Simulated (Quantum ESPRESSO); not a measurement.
# ZnSe (zinc blende type): gap and tunnelling decay against the lattice constant, part 3 of 4

Aim: the equilibrium lattice constant of ZnSe (zinc blende type), and how gap and tunnelling decay along [001] change around it.

Quantum ESPRESSO 7.5; plane-wave DFT, PBE, GBRV ultrasoft pseudopotentials.

So far: Set-up; Self-consistent run, a = 5.396 Å; Complex band structure, a = 5.396 Å; Ground state, a = 5.482 Å; Complex bands with pwcond.x, a = 5.482 Å.

### 6. SCF with pw.x, a = 5.568 Å

a2.scf.in

```
&control
  prefix = 'a2.scf'
  outdir = './out'
  pseudo_dir = './pseudo'
  calculation = 'scf'
  tprnfor = .true.
/
&system
  ibrav = 0
  nat = 4
  ntyp = 2
  ecutwfc = 40
  ecutrho = 200
  occupations = 'fixed'
  nbnd = 30
/
&electrons
  conv_thr = 1e-09
  mixing_beta = 0.6
  electron_maxstep = 120
/
ATOMIC_SPECIES
  Zn  65.3800  zn_pbe_v1.uspp.F.UPF
  Se  78.9710  se_pbe_v1.uspp.F.UPF
CELL_PARAMETERS angstrom
  3.93717055764670 0.00000000000000 0.00000000000000
  0.00000000000000 3.93717055764670 0.00000000000000
  0.00000000000000 0.00000000000000 5.56800000000000
ATOMIC_POSITIONS crystal
  Zn  0.000000000000 0.000000000000 0.000000000000
  Se  0.500000000000 0.000000000000 0.250000000000
  Zn  0.500000000000 0.500000000000 0.500000000000
  Se  0.000000000000 0.500000000000 0.750000000000
K_POINTS automatic
  6 6 6 0 0 0
```

Launch:

```bash
OMP_NUM_THREADS=1 mpirun -n 4 pw.x -nk 4 -in a2.scf.in > a2.scf.out
```

Output:

```text
[banner, memory and clock lines left out]
Program PWSCF v.7.5 starts
[...]
Message from routine setup:
[...]
number of electrons       =        52.00
     number of Kohn-Sham states=           30
     kinetic-energy cutoff     =      40.0000  Ry
     charge density cutoff     =     200.0000  Ry
[...]
number of k points=    40
[...]
Dense  grid:    27739 G-vectors     FFT dimensions: (  36,  36,  48)
[...]
Starting wfcs are   34 randomized atomic wfcs
[...]
estimated scf accuracy    <       0.14646172 Ry
[...]
estimated scf accuracy    <       0.07203866 Ry
[...]
estimated scf accuracy    <       0.00252325 Ry
[...]
estimated scf accuracy    <       0.00024260 Ry
[...]
estimated scf accuracy    <       0.00000398 Ry
[...]
estimated scf accuracy    <       0.00000336 Ry
[...]
estimated scf accuracy    <       0.00000005 Ry
[...]
estimated scf accuracy    <          6.6E-09 Ry
[...]
estimated scf accuracy    <          2.7E-09 Ry
[...]
highest occupied, lowest unoccupied level (ev):     7.0869    8.5849
!    total energy              =   -1010.50805387 Ry
     estimated scf accuracy    <          2.4E-10 Ry
[...]
one-electron contribution =    -927.48870171 Ry
     hartree contribution      =     477.53395729 Ry
     xc contribution           =    -144.00407437 Ry
     ewald contribution        =    -416.54923507 Ry
     convergence has been achieved in  10 iterations
[...]
Total force =     0.000000     Total SCF correction =     0.000002
[...]
```

The job ended after 18 s (4 MPI ranks of Arm Neoverse V1, shared host; peak memory 0.37 GiB).

This step gave:

| Item | Value |
| --- | --- |
| free energy | -13748.6625 eV |
| valence top, on the run's zero | 7.087 eV |
| conduction bottom, on the run's zero | 8.585 eV |
| gap by band count | 1.498 eV |

The run needed 10 iterations to bring the estimated error under 1e-09 Ry.

### 7. Complex band structure, a = 5.568 Å

a2.cbs.in

```
&inputcond
  outdir = './out'
  prefixl = 'a2.scf'
  band_file = 'a2.cbs'
  ikind = 0
  ewind = 4.0
  epsproj = 1e-05
  nz1 = 7
  energy0 = 3.5
  denergy = -0.1
/
3
  0.00000000 0.00000000 1.00000000
  0.50000000 0.00000000 1.00000000
  0.50000000 0.50000000 1.00000000
46
```

Launch:

```bash
OMP_NUM_THREADS=1 mpirun -n 4 pwcond.x -in a2.cbs.in > a2.cbs.out
```

Output:

```text
[banner, memory and clock lines left out]
Program PWCOND v.7.5 starts
[citation notice left out]

[...]
./out/a2.scf.save/

     IMPORTANT: XC functional enforced from input :
     Exchange-correlation= PBE
                           (   1   4   3   4   0   0   0)
     Any further DFT definition will be discarded
     Please, verify this is what you really want

     Reading collected, re-writing distributed wavefunctions

===== INPUT FILE containing the left lead =====

     GEOMETRY:

     lattice parameter (alat)  =       7.4402  a.u.
[...]
Left moving states:
   k1(2pi/a)   k2(2pi/a)   E-Ef (eV)
  -0.3164150   0.0000000   3.4000000
  -0.3623998   0.0000000   3.4000000
[... further energies and points left out ...]
---  E-Ef =   -0.9000000  k =    0.5000000   0.5000000
---  ie =         45  ik =          3
 Nchannels of the left tip =            0
 Right moving states:
   k1(2pi/a)   k2(2pi/a)   E-Ef (eV)
 Left moving states:
   k1(2pi/a)   k2(2pi/a)   E-Ef (eV)

---  E-Ef =   -1.0000000  k =    0.5000000   0.5000000
---  ie =         46  ik =          3
 Nchannels of the left tip =            0
 Right moving states:
   k1(2pi/a)   k2(2pi/a)   E-Ef (eV)
 Left moving states:
   k1(2pi/a)   k2(2pi/a)   E-Ef (eV)

[...]
```

It took 3.7 min on 4 MPI ranks; peak memory 0.33 GiB; 15 min of CPU time.

This step gave:

```
peak of the smallest κ at the zone centre : 0.103 Å⁻¹
energy of the peak at the zone centre     : 0.7 eV
peak of the smallest κ at (1/2, 0)        : 0.242 Å⁻¹
```

### 8. SCF with pw.x, a = 5.654 Å

a3.scf.in, as its differences from the input of step 6:

```diff
@@ -1,3 +1,3 @@
 &control
-  prefix = 'a2.scf'
+  prefix = 'a3.scf'
   outdir = './out'
@@ -25,5 +25,5 @@
 CELL_PARAMETERS angstrom
-  3.93717055764670 0.00000000000000 0.00000000000000
-  0.00000000000000 3.93717055764670 0.00000000000000
-  0.00000000000000 0.00000000000000 5.56800000000000
+  3.99798174082874 0.00000000000000 0.00000000000000
+  0.00000000000000 3.99798174082874 0.00000000000000
+  0.00000000000000 0.00000000000000 5.65400000000000
 ATOMIC_POSITIONS crystal
```

Launch:

```bash
OMP_NUM_THREADS=1 mpirun -n 4 pw.x -nk 4 -in a3.scf.in > a3.scf.out
```

Output:

```text
[banner, memory and clock lines left out]
Program PWSCF v.7.5 starts
[...]
Message from routine setup:
[...]
number of electrons       =        52.00
     number of Kohn-Sham states=           30
     kinetic-energy cutoff     =      40.0000  Ry
     charge density cutoff     =     200.0000  Ry
[...]
number of k points=    40
[...]
Dense  grid:    28933 G-vectors     FFT dimensions: (  36,  36,  50)
[...]
Starting wfcs are   34 randomized atomic wfcs
[...]
estimated scf accuracy    <       0.14635823 Ry
[...]
estimated scf accuracy    <       0.06900982 Ry
[...]
estimated scf accuracy    <       0.00260203 Ry
[...]
estimated scf accuracy    <       0.00024911 Ry
[...]
estimated scf accuracy    <       0.00000554 Ry
[...]
estimated scf accuracy    <       0.00000326 Ry
[...]
estimated scf accuracy    <       0.00000023 Ry
[...]
estimated scf accuracy    <       0.00000017 Ry
[...]
estimated scf accuracy    <          4.4E-09 Ry
[...]
estimated scf accuracy    <          1.0E-09 Ry
[...]
highest occupied, lowest unoccupied level (ev):     6.4535    7.7634
!    total energy              =   -1010.51625779 Ry
     estimated scf accuracy    <          5.1E-11 Ry
[...]
one-electron contribution =    -938.38809746 Ry
     hartree contribution      =     482.00516279 Ry
     xc contribution           =    -143.91999788 Ry
     ewald contribution        =    -410.21332524 Ry
     convergence has been achieved in  11 iterations
[...]
Total force =     0.000000     Total SCF correction =     0.000001
[...]
```

Wall time 17 s (4 MPI ranks); peak memory 0.38 GiB.

Read from the output:

- free energy: -13748.7741 eV
- valence top, on the run's zero: 6.453 eV
- conduction bottom, on the run's zero: 7.763 eV
- gap by band count: 1.310 eV

### 9. Complex bands with pwcond.x, a = 5.654 Å

a3.cbs.in, as its differences from the input of step 7:

```diff
@@ -2,4 +2,4 @@
   outdir = './out'
-  prefixl = 'a2.scf'
-  band_file = 'a2.cbs'
+  prefixl = 'a3.scf'
+  band_file = 'a3.cbs'
   ikind = 0
```

Launch:

```bash
OMP_NUM_THREADS=1 mpirun -n 4 pwcond.x -in a3.cbs.in > a3.cbs.out
```

Output:

```text
[banner, memory and clock lines left out]
Program PWCOND v.7.5 starts
[citation notice left out]

[...]
./out/a3.scf.save/

     IMPORTANT: XC functional enforced from input :
     Exchange-correlation= PBE
                           (   1   4   3   4   0   0   0)
     Any further DFT definition will be discarded
     Please, verify this is what you really want

     Reading collected, re-writing distributed wavefunctions

===== INPUT FILE containing the left lead =====

     GEOMETRY:

     lattice parameter (alat)  =       7.5551  a.u.
[...]
Left moving states:
   k1(2pi/a)   k2(2pi/a)   E-Ef (eV)
  -0.3309590  -0.0000000   3.4000000
  -0.3489969  -0.0000000   3.4000000
[... further energies and points left out ...]
---  E-Ef =   -0.9000000  k =    0.5000000   0.5000000
---  ie =         45  ik =          3
 Nchannels of the left tip =            0
 Right moving states:
   k1(2pi/a)   k2(2pi/a)   E-Ef (eV)
 Left moving states:
   k1(2pi/a)   k2(2pi/a)   E-Ef (eV)

---  E-Ef =   -1.0000000  k =    0.5000000   0.5000000
---  ie =         46  ik =          3
 Nchannels of the left tip =            0
 Right moving states:
   k1(2pi/a)   k2(2pi/a)   E-Ef (eV)
 Left moving states:
   k1(2pi/a)   k2(2pi/a)   E-Ef (eV)

[...]
```

It took 4 min on 4 MPI ranks; peak memory 0.34 GiB.

Read from the output:

```
peak of the smallest κ at the zone centre : 0.092 Å⁻¹
energy of the peak at the zone centre     : 0.6 eV
peak of the smallest κ at (1/2, 0)        : 0.24 Å⁻¹
```

### 10. Self-consistent run, a = 5.74 Å

a4.scf.in, as its differences from the input of step 8:

```diff
@@ -1,3 +1,3 @@
 &control
-  prefix = 'a3.scf'
+  prefix = 'a4.scf'
   outdir = './out'
@@ -25,5 +25,5 @@
 CELL_PARAMETERS angstrom
-  3.99798174082874 0.00000000000000 0.00000000000000
-  0.00000000000000 3.99798174082874 0.00000000000000
-  0.00000000000000 0.00000000000000 5.65400000000000
+  4.05879292401078 0.00000000000000 0.00000000000000
+  0.00000000000000 4.05879292401078 0.00000000000000
+  0.00000000000000 0.00000000000000 5.74000000000000
 ATOMIC_POSITIONS crystal
```

Launch:

```bash
OMP_NUM_THREADS=1 mpirun -n 4 pw.x -nk 4 -in a4.scf.in > a4.scf.out
```

Output:

```text
[banner, memory and clock lines left out]
Program PWSCF v.7.5 starts
[...]
Message from routine setup:
[...]
number of electrons       =        52.00
     number of Kohn-Sham states=           30
     kinetic-energy cutoff     =      40.0000  Ry
     charge density cutoff     =     200.0000  Ry
[...]
number of k points=    40
[...]
Dense  grid:    30637 G-vectors     FFT dimensions: (  36,  36,  50)
[...]
Starting wfcs are   34 randomized atomic wfcs
[...]
estimated scf accuracy    <       0.14802902 Ry
[...]
estimated scf accuracy    <       0.06771797 Ry
[...]
estimated scf accuracy    <       0.00264176 Ry
[...]
estimated scf accuracy    <       0.00025739 Ry
[...]
estimated scf accuracy    <       0.00000623 Ry
[...]
estimated scf accuracy    <       0.00000256 Ry
[...]
estimated scf accuracy    <       0.00000062 Ry
[...]
estimated scf accuracy    <          3.5E-09 Ry
[...]
estimated scf accuracy    <          5.1E-09 Ry
[...]
estimated scf accuracy    <          1.0E-09 Ry
[...]
highest occupied, lowest unoccupied level (ev):     5.8614    6.9925
!    total energy              =   -1010.51867915 Ry
     estimated scf accuracy    <          1.3E-10 Ry
[...]
one-electron contribution =    -948.97683212 Ry
     hartree contribution      =     486.36697852 Ry
     xc contribution           =    -143.84155363 Ry
     ewald contribution        =    -404.06727193 Ry
     convergence has been achieved in  11 iterations
[...]
Total force =     0.000000     Total SCF correction =     0.000001
[...]
```

Wall time 19 s (4 MPI ranks); peak memory 0.38 GiB; 75 s of CPU time.

This step gave:

| Quantity | Value |
| --- | --- |
| free energy | -13748.8070 eV |
| valence top, on the run's zero | 5.861 eV |
| conduction bottom, on the run's zero | 6.993 eV |
| gap by band count | 1.131 eV |

### 11. Complex bands with pwcond.x, a = 5.74 Å

a4.cbs.in, as its differences from the input of step 9:

```diff
@@ -2,4 +2,4 @@
   outdir = './out'
-  prefixl = 'a3.scf'
-  band_file = 'a3.cbs'
+  prefixl = 'a4.scf'
+  band_file = 'a4.cbs'
   ikind = 0
```

Launch:

```bash
OMP_NUM_THREADS=1 mpirun -n 4 pwcond.x -in a4.cbs.in > a4.cbs.out
```

Output:

```text
[banner, memory and clock lines left out]
Program PWCOND v.7.5 starts
[citation notice left out]

[...]
./out/a4.scf.save/

     IMPORTANT: XC functional enforced from input :
     Exchange-correlation= PBE
                           (   1   4   3   4   0   0   0)
     Any further DFT definition will be discarded
     Please, verify this is what you really want

     Reading collected, re-writing distributed wavefunctions

===== INPUT FILE containing the left lead =====

     GEOMETRY:

     lattice parameter (alat)  =       7.6700  a.u.
[...]
Left moving states:
   k1(2pi/a)   k2(2pi/a)   E-Ef (eV)
  -0.2986282  -0.0000000   3.4000000
  -0.3842806   0.0000000   3.4000000
[... further energies and points left out ...]
---  E-Ef =   -0.9000000  k =    0.5000000   0.5000000
---  ie =         45  ik =          3
 Nchannels of the left tip =            0
 Right moving states:
   k1(2pi/a)   k2(2pi/a)   E-Ef (eV)
 Left moving states:
   k1(2pi/a)   k2(2pi/a)   E-Ef (eV)

---  E-Ef =   -1.0000000  k =    0.5000000   0.5000000
---  ie =         46  ik =          3
 Nchannels of the left tip =            0
 Right moving states:
   k1(2pi/a)   k2(2pi/a)   E-Ef (eV)
 Left moving states:
   k1(2pi/a)   k2(2pi/a)   E-Ef (eV)

[...]
```

The job ended after 4.2 min (4 MPI ranks; peak memory 0.34 GiB).

Read from the output:

* peak of the smallest κ at the zone centre: 0.082 Å⁻¹
* peak of the smallest κ at (1/2, 0): 0.237 Å⁻¹

K across = (0, 0) in the cell's reciprocal vectors; values within 0.0025 1/Å of each other count once, columns are sorted by size at each energy, a dash where no further value was kept. The Im kz of the slowest decaying states by energy, zero at the highest filled level of the SCF mesh:

```tsv
energy (eV)	decay 1 (Å⁻¹)	decay 2 (Å⁻¹)	decay 3 (Å⁻¹)
-1.00	1.04	1.09	1.50
-0.80	0.991	1.07	1.49
-0.60	0.954	1.04	1.48
-0.40	0.92	1.01	1.47
-0.10	0.875	0.969	1.45
0.00	0.007	0.86	-
0.10	0.048	0.127	0.846
0.30	0.073	0.213	0.818
0.50	0.081	0.266	0.791
0.70	0.079	0.305	0.765
0.90	0.065	0.335	0.74
1.10	0.026	0.358	0.718
1.40	0.385	0.676	1.36
1.60	0.399	0.639	1.35
1.80	0.409	0.599	1.34
2.00	0.417	0.557	1.32
2.20	0.422	0.511	1.31
2.40	0.425	0.46	1.30
2.60	0.402	0.426	1.28
2.90	0.238	0.338	0.425
3.10	0.279	0.421	1.25
3.30	0.19	0.416	1.23
3.50	0.408	1.22	1.75
```

### 12. SCF with pw.x, a = 5.826 Å

a5.scf.in, as its differences from the input of step 10:

```diff
@@ -1,3 +1,3 @@
 &control
-  prefix = 'a4.scf'
+  prefix = 'a5.scf'
   outdir = './out'
@@ -25,5 +25,5 @@
 CELL_PARAMETERS angstrom
-  4.05879292401078 0.00000000000000 0.00000000000000
-  0.00000000000000 4.05879292401078 0.00000000000000
-  0.00000000000000 0.00000000000000 5.74000000000000
+  4.11960410719283 0.00000000000000 0.00000000000000
+  0.00000000000000 4.11960410719283 0.00000000000000
+  0.00000000000000 0.00000000000000 5.82600000000000
 ATOMIC_POSITIONS crystal
```

Launch:

```bash
OMP_NUM_THREADS=1 mpirun -n 4 pw.x -nk 4 -in a5.scf.in > a5.scf.out
```

Output:

```text
[banner, memory and clock lines left out]
Program PWSCF v.7.5 starts
[...]
Message from routine setup:
[...]
number of electrons       =        52.00
     number of Kohn-Sham states=           30
     kinetic-energy cutoff     =      40.0000  Ry
     charge density cutoff     =     200.0000  Ry
[...]
number of k points=    40
[...]
Dense  grid:    32029 G-vectors     FFT dimensions: (  36,  36,  50)
[...]
Starting wfcs are   34 randomized atomic wfcs
[...]
estimated scf accuracy    <       0.15127406 Ry
[...]
estimated scf accuracy    <       0.06767230 Ry
[...]
estimated scf accuracy    <       0.00264319 Ry
[...]
estimated scf accuracy    <       0.00027024 Ry
[...]
estimated scf accuracy    <       0.00000467 Ry
[...]
estimated scf accuracy    <       0.00000084 Ry
[...]
estimated scf accuracy    <       0.00000028 Ry
[...]
estimated scf accuracy    <       0.00000009 Ry
[...]
estimated scf accuracy    <          4.3E-09 Ry
[...]
estimated scf accuracy    <          3.5E-09 Ry
[...]
highest occupied, lowest unoccupied level (ev):     5.3078    6.2693
!    total energy              =   -1010.51616178 Ry
     estimated scf accuracy    <          7.8E-11 Ry
[...]
one-electron contribution =    -959.26930126 Ry
     hartree contribution      =     490.62409305 Ry
     xc contribution           =    -143.76828606 Ry
     ewald contribution        =    -398.10266750 Ry
     convergence has been achieved in  11 iterations
[...]
Total force =     0.000000     Total SCF correction =     0.000003
[...]
```

It took 18 s on 4 MPI ranks; peak memory 0.39 GiB; 73 s of CPU time.

Numbers from this step:

```
free energy                          : -13748.7728 eV
valence top, on the run's zero       : 5.308 eV
conduction bottom, on the run's zero : 6.269 eV
gap by band count                    : 0.9615 eV
```

### 13. Complex band structure, a = 5.826 Å

a5.cbs.in, as its differences from the input of step 11:

```diff
@@ -2,4 +2,4 @@
   outdir = './out'
-  prefixl = 'a4.scf'
-  band_file = 'a4.cbs'
+  prefixl = 'a5.scf'
+  band_file = 'a5.cbs'
   ikind = 0
```

Launch:

```bash
OMP_NUM_THREADS=1 mpirun -n 4 pwcond.x -in a5.cbs.in > a5.cbs.out
```

Output:

```text
[banner, memory and clock lines left out]
Program PWCOND v.7.5 starts
[citation notice left out]

[...]
./out/a5.scf.save/

     IMPORTANT: XC functional enforced from input :
     Exchange-correlation= PBE
                           (   1   4   3   4   0   0   0)
     Any further DFT definition will be discarded
     Please, verify this is what you really want

     Reading collected, re-writing distributed wavefunctions

===== INPUT FILE containing the left lead =====

     GEOMETRY:

     lattice parameter (alat)  =       7.7849  a.u.
[...]
Left moving states:
   k1(2pi/a)   k2(2pi/a)   E-Ef (eV)
  -0.2655388   0.0000000   3.4000000
  -0.4235853  -0.0000000   3.4000000
[... further energies and points left out ...]
---  E-Ef =   -0.9000000  k =    0.5000000   0.5000000
---  ie =         45  ik =          3
 Nchannels of the left tip =            0
 Right moving states:
   k1(2pi/a)   k2(2pi/a)   E-Ef (eV)
 Left moving states:
   k1(2pi/a)   k2(2pi/a)   E-Ef (eV)

---  E-Ef =   -1.0000000  k =    0.5000000   0.5000000
---  ie =         46  ik =          3
 Nchannels of the left tip =            0
 Right moving states:
   k1(2pi/a)   k2(2pi/a)   E-Ef (eV)
 Left moving states:
   k1(2pi/a)   k2(2pi/a)   E-Ef (eV)

[...]
```

The job ended after 4.4 min (4 MPI ranks; peak memory 0.35 GiB; 18 min of CPU time).

Numbers from this step:

| Quantity | Value |
| --- | --- |
| peak of the smallest κ at the zone centre | 0.071 Å⁻¹ |
| energy of the peak at the zone centre | 0.4 eV |
| peak of the smallest κ at (1/2, 0) | 0.234 Å⁻¹ |

### 14. Ground state, a = 5.912 Å

a6.scf.in, as its differences from the input of step 12:

```diff
@@ -1,3 +1,3 @@
 &control
-  prefix = 'a5.scf'
+  prefix = 'a6.scf'
   outdir = './out'
@@ -25,5 +25,5 @@
 CELL_PARAMETERS angstrom
-  4.11960410719283 0.00000000000000 0.00000000000000
-  0.00000000000000 4.11960410719283 0.00000000000000
-  0.00000000000000 0.00000000000000 5.82600000000000
+  4.18041529037487 0.00000000000000 0.00000000000000
+  0.00000000000000 4.18041529037487 0.00000000000000
+  0.00000000000000 0.00000000000000 5.91200000000000
 ATOMIC_POSITIONS crystal
```

Launch:

```bash
OMP_NUM_THREADS=1 mpirun -n 4 pw.x -nk 4 -in a6.scf.in > a6.scf.out
```

Output:

```text
[banner, memory and clock lines left out]
Program PWSCF v.7.5 starts
[...]
Message from routine setup:
[...]
number of electrons       =        52.00
     number of Kohn-Sham states=           30
     kinetic-energy cutoff     =      40.0000  Ry
     charge density cutoff     =     200.0000  Ry
[...]
number of k points=    40
[...]
Dense  grid:    33295 G-vectors     FFT dimensions: (  36,  36,  54)
[...]
Starting wfcs are   34 randomized atomic wfcs
[...]
estimated scf accuracy    <       0.15557610 Ry
[...]
estimated scf accuracy    <       0.06878601 Ry
[...]
estimated scf accuracy    <       0.00264506 Ry
[...]
estimated scf accuracy    <       0.00028366 Ry
[...]
estimated scf accuracy    <       0.00000422 Ry
[...]
estimated scf accuracy    <       0.00000031 Ry
[...]
estimated scf accuracy    <       0.00000009 Ry
[...]
estimated scf accuracy    <       0.00000004 Ry
[...]
estimated scf accuracy    <          1.9E-09 Ry
[...]
highest occupied, lowest unoccupied level (ev):     4.7898    5.5908
!    total energy              =   -1010.50943807 Ry
     estimated scf accuracy    <          8.7E-10 Ry
[...]
one-electron contribution =    -969.27809298 Ry
     hartree contribution      =     494.77990366 Ry
     xc contribution           =    -143.69965523 Ry
     ewald contribution        =    -392.31159352 Ry
     convergence has been achieved in  10 iterations
[...]
Total force =     0.000000     Total SCF correction =     0.000004
[...]
```

Run time: 18 s. Hardware: 4 MPI ranks; peak memory 0.41 GiB; 71 s of CPU time.

Read from the output:

```
free energy                          : -13748.6813 eV
valence top, on the run's zero       : 4.790 eV
conduction bottom, on the run's zero : 5.591 eV
gap by band count                    : 0.8009 eV
```

[end of part 3 of 4]

[Logs are printed without paths, hosts, clocks, repeated set-up lines and the standing remarks that a program may print on its own settings, such as how far it seeks lower states.]

[Hosts, paths, dates, database ids (printed as entryN), source tags and the programs' standing remarks are cut or masked in the printed files.]

[Maps of the electrostatic potential energy from Ansatz leave out the sawtooth potential of an applied field or a dipole correction, so their vacuum need not be flat; planar profiles and work functions include it.]
